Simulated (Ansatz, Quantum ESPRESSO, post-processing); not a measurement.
# Conductance against width: vacuum gaps between two Pb(100) faces, part 2 of 2

How fast does transmission decay with width? The series: vacuum gaps between two Pb(100) faces.

Quantum ESPRESSO 7.5; plane-wave DFT, LDA, GBRV ultrasoft pseudopotentials; cross-check by Ansatz 0.2.0 with PAW datasets.

So far. Step 12 (The open system, 8 Å): T goes from 0.00587 to 8.3e-4, a factor of 7.1. Step 13 (The same in Ansatz, 8 Å): Ansatz finds T = 8.4e-4 against pwcond's 8.3e-4.

## 14. SCF with pw.x, 9 Å

Level of this step: plane-wave DFT, LDA, GBRV ultrasoft pseudopotentials (Quantum ESPRESSO 7.5).

Input file j4.scf.in:

```
&control
  prefix = 'j4.scf'
  outdir = './out'
  pseudo_dir = './pseudo'
  calculation = 'scf'
  tprnfor = .true.
/
&system
  ibrav = 0
  nat = 12
  ntyp = 1
  ecutwfc = 40
  ecutrho = 200
  occupations = 'smearing'
  smearing = 'mv'
  degauss = 0.01
/
&electrons
  conv_thr = 1e-07
  mixing_beta = 0.25
  electron_maxstep = 120
  mixing_mode = 'local-TF'
/
ATOMIC_SPECIES
  Pb  207.2000  pb_lda_v1.uspp.F.UPF
CELL_PARAMETERS angstrom
  3.55674710936833 0.00000000000000 0.00000000000000
  0.00000000000000 3.55674710936833 0.00000000000000
  0.00000000000000 0.00000000000000 36.66500000000000
ATOMIC_POSITIONS crystal
  Pb  0.000000000000 0.000000000000 0.000000000000
  Pb  0.500000000000 0.500000000000 0.068594027001
  Pb  0.000000000000 0.000000000000 0.137188054002
  Pb  0.500000000000 0.500000000000 0.205782081004
  Pb  0.000000000000 0.000000000000 0.274376108005
  Pb  0.500000000000 0.500000000000 0.342970135006
  Pb  0.000000000000 0.000000000000 0.588435837993
  Pb  0.500000000000 0.500000000000 0.657029864994
  Pb  0.000000000000 0.000000000000 0.725623891995
  Pb  0.500000000000 0.500000000000 0.794217918996
  Pb  0.000000000000 0.000000000000 0.862811945998
  Pb  0.500000000000 0.500000000000 0.931405972999
K_POINTS automatic
  7 7 1 0 0 0
```

The run is started by

```console
OMP_NUM_THREADS=1 mpirun -n 4 pw.x -nk 2 -in j4.scf.in > j4.scf.out
```

Wall time 2.4 min (4 MPI ranks of Arm Neoverse V1, shared host); peak memory 1 GiB; 9.7 min of CPU time.

Read from the output:

- free energy: -26779.4901 eV
- Fermi energy: 7.705 eV

## 15. Transmission with pwcond.x, 9 Å

Input file j4.cond.in:

```
&inputcond
  outdir = './out'
  prefixt = 'j4.scf'
  tran_file = 'j4.cond.dat'
  bdl = 1.4142135624
  bds = 10.3085765933
  ikind = 1
  ewind = 4.0
  epsproj = 1e-05
  nz1 = 7
  energy0 = 0.4
  denergy = -0.4
/
15
  0.00000000 0.00000000 0.01562500
  0.00000000 0.12500000 0.06250000
  0.00000000 0.25000000 0.06250000
  0.00000000 0.37500000 0.06250000
  0.00000000 0.50000000 0.03125000
  0.12500000 0.12500000 0.06250000
  0.12500000 0.25000000 0.12500000
  0.12500000 0.37500000 0.12500000
  0.12500000 0.50000000 0.06250000
  0.25000000 0.25000000 0.06250000
  0.25000000 0.37500000 0.12500000
  0.25000000 0.50000000 0.06250000
  0.37500000 0.37500000 0.06250000
  0.37500000 0.50000000 0.06250000
  0.50000000 0.50000000 0.01562500
3
```

The run is started by

```console
OMP_NUM_THREADS=1 mpirun -n 4 pwcond.x -in j4.cond.in > j4.cond.out
```

It took 100 s on 4 MPI ranks; peak memory 0.29 GiB; 6.7 min of CPU time.

This step gave:

```
transmission at the Fermi level, one spin : 1.08e-4
conductance                               : 1.08e-4 G₀
```

Per spin; mean over the k mesh across the current. Table of transmission, zone mean by energy, zero at the Fermi level:

```tsv
energy (eV)	transmission, zone mean
-0.400	7.1e-5
0.000	1.1e-4
0.400	2.2e-4
```

T goes from 8.3e-4 to 1.1e-4, a factor of 7.7.

## 16. Cross-check with Ansatz, 9 Å

Level of this step: plane-wave DFT, LDA, Ansatz PAW (Ansatz 0.2.0).

Input file input.yaml:

```yaml
crystal:
  lattice:
    - [3.5567471094, 0.0, 0.0]
    - [0.0, 3.5567471094, 0.0]
    - [0.0, 0.0, 36.665]
  atoms:
    - { symbol: Pb, position: [0.0, 0.0, 0.0] }
    - { symbol: Pb, position: [0.5, 0.5, 0.068594027] }
    - { symbol: Pb, position: [0.0, 0.0, 0.137188054] }
    - { symbol: Pb, position: [0.5, 0.5, 0.205782081] }
    - { symbol: Pb, position: [0.0, 0.0, 0.274376108] }
    - { symbol: Pb, position: [0.5, 0.5, 0.342970135] }
    - { symbol: Pb, position: [0.0, 0.0, 0.588435838] }
    - { symbol: Pb, position: [0.5, 0.5, 0.657029865] }
    - { symbol: Pb, position: [0.0, 0.0, 0.725623892] }
    - { symbol: Pb, position: [0.5, 0.5, 0.794217919] }
    - { symbol: Pb, position: [0.0, 0.0, 0.862811946] }
    - { symbol: Pb, position: [0.5, 0.5, 0.931405973] }
kpoints:
  mp_grid: { grid: [7, 7, 1] }
hamiltonian:
  xc: lda
scf:
  occupations: { method: fermi_dirac, width: 0.1 }
  convergence: { dr2_threshold: 1.0e-08 }
output:
  transmission: { leads: [[0, 2]], e_range: [-0.4, 0.4], de: 0.4, kmesh: [8, 8] }
  write_potential: true
  write_density: true
  volumetric_format: npy
  elf: true
```

The run is started by

```console
ansatz run input.yaml --threads 4 --pin off --max-ram 8192MiB --backend cpu --events-out ev --progress --plain --runs-dir out
```

Run time: 28 s. Hardware: 4 threads; peak memory 1.4 GiB; 1.7 min of CPU time.

Read from the output:

- free energy: -139227.0476 eV
- energy at zero smearing: -139226.9281 eV
- smearing term TS: 0.2391 eV
- Fermi energy: 7.477 eV
- transmission at the Fermi level, one spin: 1.10e-4
- step of the lead's Hamiltonian over a period: 58.3 meV

Per spin; mean over the k mesh across the current. The transmission, zone mean by energy, zero at the Fermi level:

```tsv
energy (eV)	transmission, zone mean
-0.400	7.2e-5
0.000	1.1e-4
0.400	2.2e-4
```

Ansatz finds T = 1.1e-4 against pwcond's 1.1e-4.

## 17. The series side by side

All levels:

```tsv
level	T by pwcond	T by Ansatz	lead channels	CPU time (s)
5 Å	0.1819	0.1833	1.547	887.5
6 Å	0.03659	0.03666	1.547	904.8
7 Å	0.005872	0.00592	1.547	872.9
8 Å	8.30e-4	8.38e-4	1.547	1032
9 Å	1.08e-4	1.10e-4	1.547	979
```

## 18. Worked from the printed numbers

For the narrowest barrier, the Landauer sum over the mesh, Σ w T = 0.1250 × 0.282 + 0.1250 × 0.191 + 0.0625 × 0.381 + … = 0.1819.

G = 0.182 × 77.48 µS = 14.1 µS a cell. Times the area of 12.650 Å², the resistance-area product is A/G = 8.98 fΩ m², the leads' contact resistance included.

Free electrons at 4 an atom (2 atoms in 63.6 Å³) have k_F = 1.550 1/Å and offer A k_F²/4π = 2.42 channels per spin; the lead has 1.55 on this mesh.

κ = ln(T₁/T₂)/(2Δd) = ln(0.0008303/0.0001082)/(2 × 1 Å) = 1.02 1/Å.

## 19. Summary of results

| Item | Value |
| --- | --- |
| conductance a cell at 5 Å | 0.182 G₀ |
| conductance a cell at 6 Å | 0.0366 G₀ |
| conductance a cell at 7 Å | 0.00587 G₀ |
| conductance a cell at 8 Å | 8.3e-4 G₀ |
| conductance a cell at 9 Å | 1.1e-4 G₀ |
| fall of ln T per Å over the last interval | 2.04 |

**Reading.** The conductance goes from 0.182 G₀ at 5 Å to 1.1e-4 G₀ at 9 Å (LDA, GBRV ultrasoft). Interval by interval ln T falls by 1.60, 1.83, 1.96 and 2.04 per Å. The last interval gives κ = 1.02 1/Å in T ∝ exp(−2κd), an apparent barrier of (κ/0.512)² = 4.0 eV. Ansatz follows the series within a factor of 1.02. Points with over 2.5 times the mean carry up to 61 % of T, so the means lean on few points, and the mesh was not tested. The geometries are as built, not relaxed, and the leads are short. Semilocal functionals lack the image potential in a vacuum gap. Spin-orbit coupling is left out; depending on the atoms that carry the band edges, it can split and shift them by up to an eV.

[Long decimals in the printed logs are rounded to 6 places.]

[Logs are printed without paths, hosts, clocks, repeated set-up lines and the standing remarks that a program may print on its own settings, such as how far it seeks lower states.]

[Hosts, paths, dates, database ids (printed as entryN), source tags and the programs' standing remarks are cut or masked in the printed files.]

[Maps of the electrostatic potential energy from Ansatz leave out the sawtooth potential of an applied field or a dipole correction, so their vacuum need not be flat; planar profiles and work functions include it.]
